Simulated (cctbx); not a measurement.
**Diagnosing a refinement**

Cell a = 9.0650 Å, b = 9.0650 Å, c = 9.0650 Å, α = 90.00°, β = 90.00°, γ = 90.00°; space group Im-3m (no. 229).

Simulated single-crystal data (cctbx): Cu Kα, λ = 1.54184 Å, to d = 0.83 Å, 50 % of the full sphere, strongest reflection 40000 counts, noise from counting, a 4 % proportional error and a noise floor of 2 counts (s.d.); no absorption.

An anisotropic refinement with weights 1/σ² prints:

```text
Rint 0.037, 11 unique reflections to 2.03 A
cycle     R1     wR2    GooF  max shift (A)
   1  0.0083  0.0192   2.705   0.00345
   2  0.0012  0.0052   0.727   0.00000
final R1 0.0012 wR2 0.0052 GooF 0.727  parameters 9  data/parameter 1.2
atom        x        y        z      Ueq    occ   su(xyz)  su(Uiso or U11)
La1    0.72002  0.00000  0.00000   0.0078  1.000  0.00029  0.0048
Ni1    0.50000  0.16598  0.16598   0.0080  1.000  0.00023  0.0058
Si1    0.25000  0.25000  0.25000   0.0062  1.000  0.00000  0.0045  NPD
difference map: max 0.05 min -0.03 rms 0.01
Q1    0.0000  0.0000  0.0000    2    0.05  2.54 A from La1
Q2    0.0948  0.0948  0.3345   48    0.01  1.31 A from La1
```

Q: Accept it or mend it, and why?

Mend it. The fault: data cut at low resolution. Against the right model at the same level, R1 goes from 0.0049 to 0.0012 and GooF from 0.76 to 0.73 and Si1 goes non-positive-definite. The atoms are right, but there are too few data for the parameters: R1 flatters and the s.u.s grow. Data per parameter fall from 10 to 1.2.

The compound is La3Si2Ni6. The right model at the same level gives:

```text
Rint 0.035, 90 unique reflections to 0.83 A
cycle     R1     wR2    GooF  max shift (A)
   1  0.0152  0.0572   3.985   0.00111
   2  0.0049  0.0109   0.762   0.00000
final R1 0.0049 wR2 0.0109 GooF 0.762  parameters 9  data/parameter 10.0
atom        x        y        z      Ueq    occ   su(xyz)  su(Uiso or U11)
La1    0.71967  0.00000  0.00000   0.0066  1.000  0.00002  0.0001
Ni1    0.50000  0.16602  0.16602   0.0064  1.000  0.00002  0.0002
Si1    0.25000  0.25000  0.25000   0.0110  1.000  0.00000  0.0002
difference map: max 0.29 min -0.21 rms 0.06
Q1    0.1618  0.1618  0.1618   16    0.29  1.38 A from Si1
Q2    0.0000  0.0000  0.3064   12    0.20  0.24 A from La1
Q3    0.0000  0.1635  0.5000   24    0.19  1.51 A from Ni1
Q4    0.0783  0.0783  0.2427   48    0.19  1.06 A from La1
Q5    0.2500  0.2500  0.2500    8    0.19  0.00 A from Si1
Q6    0.1861  0.1861  0.2714   48    0.16  0.84 A from Si1
```

The model was made for the exercise: a known structure type with other elements put in, its volume estimated, not relaxed; displacement parameters are assumed.

[Middle refinement cycles are left out of these outputs.]

[Logs are printed without paths, hosts, clocks, repeated set-up lines and the standing remarks that a program may print on its own settings, such as how far it seeks lower states.]
